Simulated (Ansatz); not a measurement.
# Converging the smearing width for Zr2CO2 MXene, 4 layers in a Python loop

Aim: find how far the smearing width can be loosened while the forces stay near those of the strictest setting.

Main program and level: Ansatz 0.2.0; Kohn-Sham DFT, PBEsol, PAW set soft_1, plane waves.

### Step 1. Set-up

The cell holds 80 atoms: 16 C, 32 Zr and 32 O. Cell: a = 6.752 Å, b = 6.752 Å, c = 40.780 Å, α = 90.0°, β = 90.0°, γ = 120.0°. 4 layers of Zr2CO2 MXene (a = 3.31 A), 2 x 2 cells, biaxial strain +2 %, every second layer slid by 0.167 of a1 + 2 a2; facing planes 2.84, 2.72, 2.82 A apart; 14 A of vacuum. Regions: layer 1, 20 atoms (4 C, 8 Zr and 8 O); layer 2, 20 atoms (4 C, 8 Zr and 8 O); layer 3, 20 atoms (4 C, 8 Zr and 8 O); layer 4, 20 atoms (4 C, 8 Zr and 8 O). Vacuum lies along c.

### Step 2. The script

The script builds the cell with ASE, from fixed seeds where it draws at random, so the run can be repeated from this text alone. The 3×3×1 mesh is chosen so that along the periodic directions points times cell width come to 17.5 Å or more. The PAW files are read from a folder beside the script (Ansatz's set soft_1), and the density starts from superposed atoms. These files were made with PBE and serve the other functionals as an approximation. The narrowest smearing is the reference; the free energy moves with the width through its entropy term.

scan.py reads:

```python
import time
import warnings
import numpy as np
from ase import Atoms
from ase.build import make_supercell
import ansatz as az

warnings.simplefilter("ignore", az.DeckWarning)
u1 = Atoms(['C', 'Zr', 'Zr', 'O', 'O'], cell=[3.31, 3.31, 1, 90, 90, 120], pbc=True,
          scaled_positions=[[0/3, 0/3, 0], [1/3, 2/3, 1.37], [2/3, 1/3, -1.37], [2/3, 1/3, 2.3], [1/3, 2/3, -2.3]])  # z in A
cell = [6.7524, 6.7524, 120]  # common in-plane cell: a, b, gamma
layers = [(u1, [[2, 0], [0, 2]], [0, 0], 1),
          (u1, [[2, 0], [0, 2]], [0.08333, 0.16667], 1),
          (u1, [[2, 0], [0, 2]], [0, 0], 1),
          (u1, [[2, 0], [0, 2]], [0.08333, 0.16667], 1)]
gaps = [2.84, 2.72, 2.82, 14]
atoms, top = Atoms(), 0.0
for k, (u, M, shift, flip) in enumerate(layers):
    s = make_supercell(u, [M[0] + [0], M[1] + [0], [0, 0, 1]], wrap=False)
    z = flip * s.positions[:, 2]; f = s.get_scaled_positions(wrap=False)
    s.set_cell([cell[0], cell[1], 1, 90, 90, cell[2]]); s.set_scaled_positions(np.c_[f[:, :2] + shift, z - z.min() + top]); s.set_tags(k)
    top = s.positions[:, 2].max() + gaps[k]; atoms += s
atoms.set_cell([cell[0], cell[1], top, 90, 90, cell[2]]); atoms.pbc = True
atoms.center(axis=2)
atoms.rattle(0.01, seed=40120)
atoms.wrap()
print(f"{len(atoms)} atoms ({atoms.get_chemical_formula()}), volume {atoms.get_volume():.1f} A^3")

base = (
    az.Crystal.from_ase(atoms)
    .calculation()
    .functional("pbesol")
    .pseudopotentials("paw", azcp={"folder": "./paw"}, xc_functional="pbe")
    .basis(500)
    .kpoints(3, 3, 1)
    .forces()
    .band_table()
)

def gap_of(report):
    e = np.concatenate(report["eigenvalues_ev"]); f = np.concatenate(report["occupations"])
    f = f / f.max()  # a half-filled level counts on both sides, so the gap is then zero
    return e[f > 0.3].max(), e[f < 0.7].min()

rows = []
for width in [0.5, 0.3, 0.2, 0.1, 0.05, 0.02]:
    start = time.time()
    try:
        r = base.occupations("fermi_dirac", width=width).run(threads=4).report
    except az.AnsatzError as error:
        print(width, 'failed:', str(error)[:110])
        continue
    homo, lumo = gap_of(r)
    rows.append((width, r['free_energy_ev'] / len(atoms), np.array(r['forces_ev_ang']), max(lumo - homo, 0), np.nan, r['n_iterations'], time.time() - start))
    print(width, f"F = {r['free_energy_ev']:.4f} eV, {r['n_iterations']} iterations, {time.time() - start:.0f} s", flush=True)

ref = rows[-1]
scale = np.sqrt(np.mean(ref[2] ** 2))
print(f"r.m.s. force of the reference: {scale:.3f} eV/A")
print("   width  dE (meV/atom)  dF rms (meV/A)  dF (%)  gap (eV)  iter  time (s)")
for name, e, f, gap, p, n, t in rows:
    df = np.sqrt(np.mean((f - ref[2]) ** 2))
    print(f"{str(name):>8s} {1000 * (e - ref[1]):14.2f} {1000 * df:15.2f} {100 * df / scale:7.2f} {gap:9.3f} {n:5d} {t:9.1f}")
```

Command:

```
$ python scan.py
```

What it wrote:

```text
80 atoms (C16O32Zr32), volume 1610.3 A^3
RunWarning: concurrent solve slots capped 4 → 1: at 4 slots the entry's largest phase would hold 18.99 GiB against the 7.20 GiB of host memory that it is priced against; at 1 slot it would hold 7.19 GiB (results are unchanged, but for whatever memory decides [...]
RunWarning: the eigensolver's widest matrix products are made a tile of their output at a time, on all their threads, and a slot's buffer for their partial sums shrinks 0.56 → 0.03 GiB [...]
0.5 F = -154111.3374 eV, 13 iterations, 381 s
RunWarning: concurrent solve slots capped 4 → 1: at 4 slots the entry's largest phase would hold 17.63 GiB against the 7.20 GiB of host memory that it is priced against; at 1 slot it would hold 7.11 GiB (results are unchanged, but for whatever memory decides [...]
0.3 F = -154108.0525 eV, 15 iterations, 467 s
RunWarning: concurrent solve slots capped 4 → 1: at 4 slots the entry's largest phase would hold 16.70 GiB against the 6.54 GiB of host memory that it is priced against; at 1 slot it would hold 6.46 GiB (results are unchanged, but for whatever memory decides [...]
0.2 F = -154107.5561 eV, 13 iterations, 190 s
RunWarning: concurrent solve slots capped 4 → 1: at 4 slots the entry's largest phase would hold 15.61 GiB against the 7.20 GiB of host memory that it is priced against; at 1 slot it would hold 6.47 GiB (results are unchanged, but for whatever memory decides [...]
0.1 F = -154107.4454 eV, 17 iterations, 224 s
0.05 F = -154107.4416 eV, 14 iterations, 199 s
0.02 F = -154107.4416 eV, 15 iterations, 201 s
r.m.s. force of the reference: 0.463 eV/A
   width  dE (meV/atom)  dF rms (meV/A)  dF (%)  gap (eV)  iter  time (s)
     0.5         -48.70           50.62   10.93     0.994    13     380.6
     0.3          -7.64           19.16    4.14     0.925    15     466.7
     0.2          -1.43           11.52    2.49     0.894    13     189.6
     0.1          -0.05            4.00    0.86     0.826    17     224.1
    0.05          -0.00            0.10    0.02     0.782    14     199.4
    0.02           0.00            0.00    0.00     0.781    15     200.7
```

It took 28 min on 4 threads of AMD EPYC 9R14 (Zen 4), shared host; peak memory 6.5 GiB; 1.7 h of CPU time.

### Step 3. What came out

```yaml
reference_run: 0.02, 3.3 min
r_m_s_force_component_of_the_reference: 0.463 eV/Å
largest_r_m_s_force_difference: 50.6 meV/Å (0.5)
smallest_r_m_s_force_difference: 0.102 meV/Å (0.05)
energy_differences: -48.7 to 0 meV/atom
```

In words: Widths up to 0.1 eV keep the forces within 1 % of those at the narrowest. That holds here because a gap keeps the occupations nearly whole; it need not in a metal. No dispersion term is included; LDA and PBEsol make up for it only by overbinding at short range, so distances between layers or molecules aren't reliable.

[Logs are printed without paths, hosts, clocks, repeated set-up lines and the standing remarks that a program may print on its own settings, such as how far it seeks lower states.]

[Hosts, paths, dates, database ids (printed as entryN), source tags and the programs' standing remarks are cut or masked in the printed files.]

[Scripts of this kind were picked in part by their result: those with far moves, changed bonds, near-zero gaps or large misses at database cells are mostly left out.]
